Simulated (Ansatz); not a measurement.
# Stack of 1T-ZrSe2 under TaGe2As4, shifted by a third of the diagonal in a perpendicular field

Aim: how the stack of 1T-ZrSe2 under TaGe2As4, shifted by a third of the diagonal screens a field along its normal, and what the field does to its bands. A positive field points along +c.

Calculated with Ansatz 0.2.0; plane-wave DFT, PBE-D4, Ansatz PAW.

### 1. Set-up

The cell holds 10 atoms: 2 Se, 1 Zr, 4 As, 2 Ge and 1 Ta. Cell: a = 3.765 Å, b = 3.765 Å, c = 63.237 Å, α = 90.0°, β = 90.0°, γ = 120.0°. Regions: layer 1: 1T-ZrSe2, 3 atoms (2 Se and 1 Zr); layer 2: TaGe2As4, 7 atoms (4 As, 2 Ge and 1 Ta). Vacuum lies along c.

### 2. Relaxation

The starting cell is a guess, so the in-plane lattice and the atoms are relaxed first, with the slab cut off from its images along the normal.

Contents of input.yaml:

```yaml
crystal:
  lattice:
    - [3.765, 0.0, 0.0]
    - [-1.8825, 3.2605856452, 0.0]
    - [0.0, 0.0, 63.2365610899]
  atoms:
    - { symbol: Se, position: [0.6666666667, 0.3333333333, 0.3724111431] }
    - { symbol: Zr, position: [0.0, 0.0, 0.399795192] }
    - { symbol: Se, position: [0.3333333333, 0.6666666667, 0.427179241] }
    - { symbol: As, position: [0.3333333333, 0.6666666667, 0.4754108327] }
    - { symbol: Ge, position: [0.6666666667, 0.3333333333, 0.4890579798] }
    - { symbol: As, position: [0.6666666667, 0.3333333333, 0.5257456168] }
    - { symbol: Ta, position: [0.3333333333, 0.6666666667, 0.5514998448], spin: 1.0 }
    - { symbol: As, position: [0.6666666667, 0.3333333333, 0.5772540728] }
    - { symbol: Ge, position: [0.6666666667, 0.3333333333, 0.6139417099] }
    - { symbol: As, position: [0.3333333333, 0.6666666667, 0.6275888569] }
  periodic: [true, true, false]
magnetization:
  spin_polarized: true
kpoints:
  mp_grid: { grid: [12, 12, 1] }
hamiltonian:
  xc: pbe
  dispersion: d4
scf:
  occupations: { method: fermi_dirac, width: 0.05 }
  convergence: { dr2_threshold: 1.0e-09 }
relax:
  f_tol: 0.004
  max_steps: 90
  cell: {}
output:
  write_potential: true
  write_density: true
  volumetric_format: npy
```

Started as:

```
ansatz run input.yaml --threads 4 --pin off --max-ram 12288MiB --backend cpu --events-out ev --progress --plain --runs-dir out
```

Numbers of over 12 decimals in the logs are rounded to 6 here.

The log of the run:

```text
Warning: relax.cell: scf.convergence.dr2_threshold = 1e-9 eV is looser than the 1.46387202171e-10 eV advised for a relaxation that steers and ends on the stress (1e-10 eV for each atom of the cell: 10, times the square of relax.cell.stress_2d_tol = 0.05 N/m over 26.1 Å (the atoms' height at the walk's start and 5 Å past either face), 1.913e-2 GPa, over a crystal's default 0.05). What an SCF threshold leaves in a stress goes as its square root, and in the free energy as the threshold itself, and one threshold admits the most on a small cell: [figures from the program's tests cut] Set scf.convergence.dr2_threshold to 1.46387202171e-10 eV or tighter. [rest of the remark cut]
Engine: ansatz 0.2.0, x86_64-unknown-linux-gnu
Pseudopotentials: kind: paw
Pseudopotential: Se, paw, valence charge 16, recommended cutoff 420 eV (normal), Se.paw.azcp
Pseudopotential: Zr, paw, valence charge 12, recommended cutoff 420 eV (normal), Zr.paw.azcp
Pseudopotential: As, paw, valence charge 15, recommended cutoff 420 eV (normal), As.paw.azcp
Pseudopotential: Ge, paw, valence charge 14, recommended cutoff 420 eV (normal), Ge.paw.azcp
Pseudopotential: Ta, paw, valence charge 13, recommended cutoff 420 eV (normal), Ta.paw.azcp
Functional definition: PBE
  parameter kappa = 0.804
  parameter beta = 0.066725
  exchange = pbe_x(kappa = kappa, mu = beta*pi^2/3)
  correlation = pbe_c(beta = beta)
Crystal: 10 atoms, lattice volume = 776.299 Å³
Basis set: ecut = 420 eV, 15259 PW (Γ), exchange–correlation on 54×54×864 points (8 copies of the dense FFT grid, shifted against one another)
Bands: 88, of which v1, the nominal top of the filled ones, is band 73 counted from 1 (72 counted from 0)
Symmetry: 6 space group operations
Space group: P3m1 (ITA 156), of the structure as read, at distance tolerance 9.2e-5 Å
Magnetic group: BNS 156.49 (UNI 1279), of the structure as read, at distance tolerance 9.2e-5 Å
k-points: 19 of 144 (time reversal used)
Non-local potential: Se, projectors of the file, l = 0: 2, l = 1: 2, l = 2: 3, l = 3: 1
Non-local potential: Zr, projectors of the file, l = 0: 3, l = 1: 2, l = 2: 2, l = 3: 2
Non-local potential: As, projectors of the file, l = 0: 2, l = 1: 2, l = 2: 3, l = 3: 1
Non-local potential: Ge, projectors of the file, l = 0: 2, l = 1: 2, l = 2: 3, l = 3: 1
Non-local potential: Ta, projectors of the file, l = 0: 3, l = 1: 2, l = 2: 2, l = 3: 1
PAW form: soft (Blöchl's): semilocal exchange-correlation on the pseudo side does not see the compensation charge
PAW one-centre angular grid: Se, 590 points (default); XC on 64 Gauss nodes
PAW one-centre angular grid: Zr, 590 points (default); XC on 64 Gauss nodes
PAW one-centre angular grid: As, 590 points (default); XC on 64 Gauss nodes
PAW one-centre angular grid: Ge, 590 points (default); XC on 64 Gauss nodes
PAW one-centre angular grid: Ta, 590 points (default); XC on 64 Gauss nodes
Initial density: superposition of atomic densities (neutral atoms: chi_scale 0, normalization atom)
Starting moments: Σ|m| = 1 μB on 1 of 10 sites
Initial wavefunctions: pseudopotential atomic-orbital guess
Functional: x = pbe(κ = 0.804, μ = 0.219515), c = pbe(β = 0.066725)
SCF iter   1: F=—  HF=-53076.264842 eV  |F-HF|=—  |Δ(HF+E_count)|=         —  Δρ=1.06e-2 (↑1.06e-2 ↓1.02e-2)  dr2=5.37e0  dr2_m=2.82e-2  M=0.584 μB ∫|m|=0.774 μB  β_m=0.30  ethr=3.10e-3  ⟨swp⟩=10.1  Hψ=15414  notcnv=0  defer=39
Mixer restart at iter 1: flushing history
preconditioner: auto → LDOS  [metal: Δε(μ)=0.037 eV  Ē_g=8.531 eV  σ=0.050 eV  W_gap=0.18  n_scr=130 (ndim 8)  ℏωp=9.3 eV  f_vac=0.687  D(μ)=1.80/eV (n_scr^D=12)]
spin=Collinear: LDOS preconditioning applied to the charge; magnetization (m = ρ↑ − ρ↓) channel mixes plain (no charge-response kernel on spin).
SCF iter   2: F=—  HF=-53075.283393 eV  |F-HF|=—  |Δ(HF+E_count)|=   9.81e-1  Δρ=6.62e-3 (↑6.62e-3 ↓6.26e-3)  dr2=1.49e0  dr2_m=1.63e-2  M=0.559 μB ∫|m|=0.736 μB  β_m=0.43  ethr=3.10e-3  ⟨swp⟩=2.6  Hψ=5011  notcnv=0  defer=269
SCF iter   3: F=—  HF=-53075.093457 eV  |F-HF|=—  |Δ(HF+E_count)|=   1.90e-1  Δρ=3.13e-3 (↑3.13e-3 ↓2.92e-3)  dr2=5.28e-1  dr2_m=5.54e-3  M=0.505 μB ∫|m|=0.662 μB  β_m=0.43  ethr=1.03e-3  ⟨swp⟩=3.1  Hψ=5608  notcnv=0  defer=268
SCF iter   4: F=—  HF=-53075.069645 eV  |F-HF|=—  |Δ(HF+E_count)|=   2.38e-2  Δρ=1.62e-3 (↑1.62e-3 ↓1.46e-3)  dr2=1.66e-1  dr2_m=2.73e-3  M=0.464 μB ∫|m|=0.609 μB  β_m=0.46  ethr=3.64e-4  ⟨swp⟩=3.3  Hψ=5227  notcnv=0  defer=245
SCF iter   5: F=—  HF=-53075.085567 eV  |F-HF|=—  |Δ(HF+E_count)|=         —  Δρ=1.15e-3 (↑1.15e-3 ↓1.00e-3)  dr2=6.63e-3  dr2_m=6.56e-3  M=0.313 μB ∫|m|=0.417 μB  β_m=0.46  ethr=1.14e-4  ⟨swp⟩=2.5  Hψ=4376  notcnv=0  defer=245
SCF iter   6: F=—  HF=-53075.087989 eV  |F-HF|=—  |Δ(HF+E_count)|=   2.42e-3  Δρ=7.33e-4 (↑7.33e-4 ↓6.92e-4)  dr2=7.62e-4  dr2_m=3.30e-3  M=0.273 μB ∫|m|=0.360 μB  β_m=0.73  ethr=4.57e-6  ⟨swp⟩=3.0  Hψ=6107  notcnv=0  defer=245
SCF iter   7: F=—  HF=-53075.091587 eV  |F-HF|=—  |Δ(HF+E_count)|=   3.60e-3  Δρ=3.66e-4 (↑3.66e-4 ↓3.53e-4)  dr2=5.71e-4  dr2_m=8.86e-4  M=0.183 μB ∫|m|=0.235 μB  β_m=0.77  ethr=5.26e-7  ⟨swp⟩=3.4  Hψ=7157  notcnv=0  defer=245
SCF iter   8: F=—  HF=-53075.092678 eV  |F-HF|=—  |Δ(HF+E_count)|=   1.09e-3  Δρ=2.09e-4 (↑1.98e-4 ↓2.09e-4)  dr2=4.81e-4  dr2_m=2.81e-4  M=0.123 μB ∫|m|=0.155 μB  β_m=0.88  ethr=3.94e-7  ⟨swp⟩=3.0  Hψ=7237  notcnv=0  defer=243
SCF iter   9: F=—  HF=-53075.093343 eV  |F-HF|=—  |Δ(HF+E_count)|=   6.65e-4  Δρ=1.30e-4 (↑1.30e-4 ↓1.30e-4)  dr2=4.57e-4  dr2_m=1.01e-4  M=0.078 μB ∫|m|=0.097 μB  β_m=0.86  ethr=3.32e-7  ⟨swp⟩=3.0  Hψ=6915  notcnv=0  defer=243
SCF iter  10: F=—  HF=-53075.093693 eV  |F-HF|=—  |Δ(HF+E_count)|=   3.50e-4  Δρ=4.37e-5 (↑4.37e-5 ↓3.67e-5)  dr2=1.91e-4  dr2_m=3.25e-6  M=0.014 μB ∫|m|=0.016 μB  β_m=0.72  ethr=3.15e-7  ⟨swp⟩=3.0  Hψ=7032  notcnv=0  defer=240
SCF iter  11: F=—  HF=-53075.093668 eV  |F-HF|=—  |Δ(HF+E_count)|=   2.48e-5  Δρ=2.54e-5 (↑2.54e-5 ↓2.02e-5)  dr2=1.16e-5  dr2_m=3.34e-6  M=0.015 μB ∫|m|=0.017 μB  β_m=0.73  ethr=1.32e-7  ⟨swp⟩=3.0  Hψ=4868  notcnv=0  defer=240
SCF iter  12: F=—  HF=-53075.093681 eV  |F-HF|=—  |Δ(HF+E_count)|=   1.31e-5  Δρ=1.20e-5 (↑1.20e-5 ↓8.76e-6)  dr2=4.42e-6  dr2_m=5.96e-7  M=0.006 μB ∫|m|=0.006 μB  β_m=0.67  ethr=8.03e-9  ⟨swp⟩=3.6  Hψ=7255  notcnv=0  defer=240
SCF iter  13: F=—  HF=-53075.093683 eV  |F-HF|=—  |Δ(HF+E_count)|=   2.15e-6  Δρ=5.90e-6 (↑5.90e-6 ↓4.40e-6)  dr2=7.51e-7  dr2_m=1.58e-7  M=0.003 μB ∫|m|=0.003 μB  β_m=0.69  ethr=3.05e-9  ⟨swp⟩=3.0  Hψ=6172  notcnv=0  defer=240
[...]
iter 1 solved again at ethr=8.34e-7 eV; its pass at ethr=3.10e-3 eV (dr2=1.21e-3 eV) is discarded
SCF iter   1: F=—  HF=-53076.530683 eV  |F-HF|=—  |Δ(HF+E_count)|=         —  Δρ=5.20e-6 (↑5.19e-6 ↓5.20e-6)  dr2=1.61e-7  dr2_m=4.30e-11  M=-0.000 μB ∫|m|=0.000 μB  β_m=0.65  ethr=8.34e-7  ⟨swp⟩=6.5  Hψ=28140  notcnv=0
eigensolver tolerance schedule: the retry pair's looser diagonalisation over-reported the residual by 7506.84 of it (diagonalisation noise at an unbounded share of the residual, at the tolerance the schedule requests for it); recorded, not acted on — ethr = c·dr2/N_el stays at c = 1.0e-1
spin=Collinear: LDOS preconditioning applied to the charge; magnetization (m = ρ↑ − ρ↓) channel mixes plain (no charge-response kernel on spin).
SCF iter   2: F=—  HF=-53076.530908 eV  |F-HF|=—  |Δ(HF+E_count)|=   2.26e-4  Δρ=2.74e-6 (↑2.74e-6 ↓2.73e-6)  dr2=1.36e-7  dr2_m=2.37e-11  M=-0.000 μB ∫|m|=0.000 μB  β_m=0.45  ethr=1.11e-10  ⟨swp⟩=5.8  Hψ=11834  notcnv=0
SCF iter   3: F=—  HF=-53076.530908 eV  |F-HF|=—  |Δ(HF+E_count)|=   2.38e-8  Δρ=1.53e-6 (↑1.53e-6 ↓1.53e-6)  dr2=2.37e-8  dr2_m=2.67e-11  M=-0.000 μB ∫|m|=0.000 μB  β_m=0.56  ethr=9.35e-11  ⟨swp⟩=2.3  Hψ=5690  notcnv=0
SCF iter   4: F=—  HF=-53076.530908 eV  |F-HF|=—  |Δ(HF+E_count)|=   2.02e-8  Δρ=5.67e-7 (↑5.64e-7 ↓5.67e-7)  dr2=2.16e-8  dr2_m=1.81e-11  M=-0.000 μB ∫|m|=0.000 μB  β_m=0.48  ethr=1.63e-11  ⟨swp⟩=3.0  Hψ=6947  notcnv=0
SCF iter   5: F=—  HF=-53076.530908 eV  |F-HF|=—  |Δ(HF+E_count)|=  6.18e-10  Δρ=1.40e-7 (↑1.34e-7 ↓1.40e-7)  dr2=1.17e-9  dr2_m=1.46e-11  M=-0.000 μB ∫|m|=0.000 μB  β_m=0.48  ethr=1.49e-11  ⟨swp⟩=3.0  Hψ=5020  notcnv=0
SCF iter   6: F=-53076.530908 eV  HF=-53076.530908 eV  |F-HF|=1.15e-9  |Δ(HF+E_count)|=   1.94e-9  Δρ=7.04e-8 (↑6.77e-8 ↓7.04e-8)  dr2=3.09e-10  dr2_m=5.47e-12  M=-0.000 μB ∫|m|=0.000 μB  ethr=1.00e-12  ⟨swp⟩=11.9  Hψ=25073  notcnv=0
the starting moments were not kept: the SCF closed with an absolute magnetisation of 4.2e-5 μB, where they sum to 1 μB in size (1 site). That is at most 0.1 of that sum. Measured as dr2_m measures the in/out step, that magnetisation stands 1.9e-10 eV from none, at or under the dr2_threshold of 1.0e-9 eV: it is no larger than a step whose dr2_m would equal this threshold.
SCF 8 converged in 6 iterations: F = -53076.530908 eV  dr2 = 3.09e-10
relax step   8: F+E_penalty+E_count = -53076.53090808 eV  Δ(F+E_penalty+E_count) = +7.176e-4 eV  max|allowed force component| = 1.631e-3 eV/Å  Δτ_max = 0.0000 Å  P = -0.004 N/m  Ω = 759.951 Å³  fix = [c, alpha, beta]  reactions: c -0.000 N/m  stress off target by 4.24e-3 N/m on what of the cell is left free  SCF on the basis re-selected at this cell (its energy is not comparable with the rows above)  (6 SCF iters)
basis re-selected at this cell: Δ(F+E_penalty+E_count) = +7.176e-4 eV, ΔP = -0.003 N/m vs the last step (what re-selecting the basis moved, of the pressure what is left beyond the Pulay correction that the steps carried, after the strain that the cell walked since its last selection, with what the two solves' SCF thresholds leave and, on support functions, any second-order correction that the steps lacked; it is no measure of the basis error at this ecutwfc). The dense FFT grid was sized anew with the basis: this SCF ran on 25×25×432 points, the steps before it on 27×27×432, so part of this shift can come from that change (see relax.cell in the input reference). [rest of the remark cut]
WARN: The output density's exchange-correlation potential varies sharply where the density is thin. Do not read a vacuum level from v_tot or v_xc, or from such a field of the output density. On a cell that repeats whose density bears no net charge and no dipole along the vacuum's axis use v_es (v_loc + v_h of the components); under efield.dipole_correction with no amplitude use v_es + v_field, which holds any externa [...]
SCF converged after 6 iterations
Magnetization: -0.0000 μB (72.5000 up, 72.5000 down)
Absolute magnetization: 0.0000 μB (∫|ρ↑−ρ↓|, with the PAW one-centre terms)
Spin contamination: 0.0000 ħ² per cell (⟨S²⟩ above its minimum at these occupations)
Per-site moments (μB) at R_I (Å): [(2.240624769631606e-8, 1.106793), (-4.433796910469489e-9, 1.106793), (2.4170462275241985e-8, 1.107796), (-2.9115767497319443e-7, 1.006468), (-5.674640729230759e-7, 1.006468), (5.938571317097013e-7, 1.008944), (-1.8813534275969594e-5, 1.079124), (5.435759973664486e-7, 1.006419), (-5.683675203383319e-7, 1.006419), (-3.138140501432093e-7, 1.006553)]
Free energy (F): -53076.530908 eV
Harris-Foulkes:  -53076.530908 eV  (|F-HF|=1.15e-9)
Internal energy: -53076.506068 eV  (E = F + TS)
E sigma→0 (E₀):  -53076.518488 eV
Entropy (-TS):   -0.024840 eV (-2.484 meV/atom)
Fermi energy:    -5.094195 eV
--- Per-component energies (eV) ---
  E_band       = -4436.800118
  E_kinetic    = 1571.583762
  E_local      = -1497342.964093  (includes V_loc(G=0)·N_el)
  E_nonlocal   = -2944.725858
  E_hartree    = 747384.296441
  E_xc         = -1057.562281
  E_vxc        = -1038.707608  (∫ρ·V_xc dr)
  E_paw        = -26552.258234  (= ΣΔE_a)
  E_vpaw       = 549.424657  (= ΣTr[D̂ρ^β])
  E_aug_tail   = -0.000434  (compensation charges beyond the density's cutoff)
  E_ewald      = 725868.269357
  E_disp       = -3.144729  (pairwise vdW)
  E_smearing   = -0.024840  (= −TS)
  E_closure    = -0.000000  (closes the sum)
  Σ components = -53076.530908   (vs F -53076.530908, Δ=0.00e0)
--- Forces (eV/Å), atoms counted from 1 ---
  atom   1  Se     0.00000000    -0.00000000    -0.00011556
  atom   2  Zr     0.00000000     0.00000000     0.00006856
  atom   3  Se     0.00000000     0.00000000    -0.00039911
  atom   4  As     0.00000000     0.00000000     0.00053446
  atom   5  Ge    -0.00000000     0.00000000    -0.00159658
  atom   6  As     0.00000000     0.00000000     0.00146233
  atom   7  Ta     0.00000000     0.00000000     0.00011803
  atom   8  As    -0.00000000     0.00000000    -0.00163040
  atom   9  Ge    -0.00000000     0.00000000     0.00121051
  atom  10  As     0.00000000     0.00000000     0.00035161
  max |Σ_I F_I| component: 3.85e-6 eV/Å
--- 2D stress c σ (N/m, compression-positive) ---
       -0.004242       0.000000      -0.000000
        0.000000      -0.004242       0.000000
       -0.000000       0.000000      -0.000000
  P = ½ c Tr σ = -0.0042 N/m
--- Band table (eV; the first three rows and the last of 38) ---
  k-point 0 ↑: bands = [... 69 lower, -5.3517, -5.3049, -5.3049, -4.6436, -4.2142, -4.2142, -3.7294, -3.3678, ... 11 higher]
  k-point 1 ↑: bands = [... 69 lower, -5.5919, -5.5595, -5.4854, -4.6005, -4.1504, -3.9231, -3.5504, -2.8141, ... 11 higher]
  k-point 2 ↑: bands = [... 69 lower, -6.0072, -5.8389, -5.6980, -4.7568, -4.3067, -3.4501, -3.2935, -2.9319, ... 11 higher]
  k-point 18 ↓: bands = [... 69 lower, -7.3504, -6.5793, -5.8928, -4.3853, -4.0119, -3.7087, -3.3587, -2.9884, ... 11 higher]
  the weakly bound empty levels are not read free of the cell's end (no_gap_told)
--- Relaxed structure (7 steps of the walk, 7 accepted, 1 SCFs on fresh bases) ---
  F+E_penalty+E_count = -53076.53090808 eV   max|allowed force component| = 1.631e-3 eV/Å   (the final SCF, on the basis selected at the relaxed cell)
  cell:  # Å, volume = 759.9513 Å³
    - [3.725147, 0, 0]
    - [-1.862574, 3.226072, 0]
    - [0, 0, 63.2365610899]
  atoms:
    - { symbol: Se, position: [0.666667, 0.333333, 0.367786] }
    - { symbol: Zr, position: [-4.020267318303258e-17, -2.22044604925839e-17, 0.393155] }
    - { symbol: Se, position: [0.333333, 0.666667, 0.418588] }
    - { symbol: As, position: [0.333333, 0.666667, 0.473865] }
    - { symbol: Ge, position: [0.666667, 0.333333, 0.492086] }
    - { symbol: As, position: [0.666667, 0.333333, 0.530765] }
    - { symbol: Ta, position: [0.333333, 0.666667, 0.554317] }
    - { symbol: As, position: [0.666667, 0.333333, 0.577977] }
    - { symbol: Ge, position: [0.666667, 0.333333, 0.616559] }
    - { symbol: As, position: [0.333333, 0.666667, 0.634787] }
```

The job ended after 8.2 min (4 threads of AMD EPYC 9R14 (Zen 4), shared host; peak memory 3.2 GiB).

The steps of the relaxation:

```tsv
step	energy less that of the first step (eV)	largest force component (eV/Å)	volume (Å³)
1	0.0000	2.9797	776.30
2	-1.2900	0.5252	766.74
3	-1.4071	0.1427	758.58
4	-1.4337	0.1200	761.65
5	-1.4371	0.0909	759.29
6	-1.4379	0.0133	759.95
7	-1.4379	0.0017	759.95
8*	-1.4372	0.0016	759.95
```

Relaxation steps marked * repeat the geometry before them on a plane-wave basis chosen anew for their cell, so energy and pressure can jump there.

Forces are held to the 6 operations that the run works with; a distortion that breaks them can't arise in this run.

```tsv
cell as run	before	after	change
a (Å)	3.765	3.725	-1.1 %
b (Å)	3.765	3.725	-1.1 %
```

The atoms that moved most (Å, along periodic axes as changes of fractional coordinates times the final cell, across vacuum about the mean position):

```tsv
atom	dx	dy	dz	length
Se3	0.000	0.000	-0.543	0.543
As10	0.000	0.000	0.455	0.455
Zr2	0.000	0.000	-0.420	0.420
As6	0.000	0.000	0.317	0.317
Se1	0.000	0.000	-0.292	0.292
Ge5	0.000	0.000	0.191	0.191
Ta7	0.000	0.000	0.178	0.178
Ge9	0.000	0.000	0.166	0.166
```

Numbers from this step:

```
energy at zero smearing : -53076.5185 eV
```

The lattice constant a goes from 3.765 to 3.725 Å.

(Part 1 of 3 ends here.)

[Logs are printed without paths, hosts, clocks, repeated set-up lines and the standing remarks that a program may print on its own settings, such as how far it seeks lower states.]

[Hosts, paths, dates, database ids (printed as entryN), source tags and the programs' standing remarks are cut or masked in the printed files.]

[Maps of the electrostatic potential energy from Ansatz leave out the sawtooth potential of an applied field or a dipole correction, so their vacuum need not be flat; planar profiles and work functions include it.]
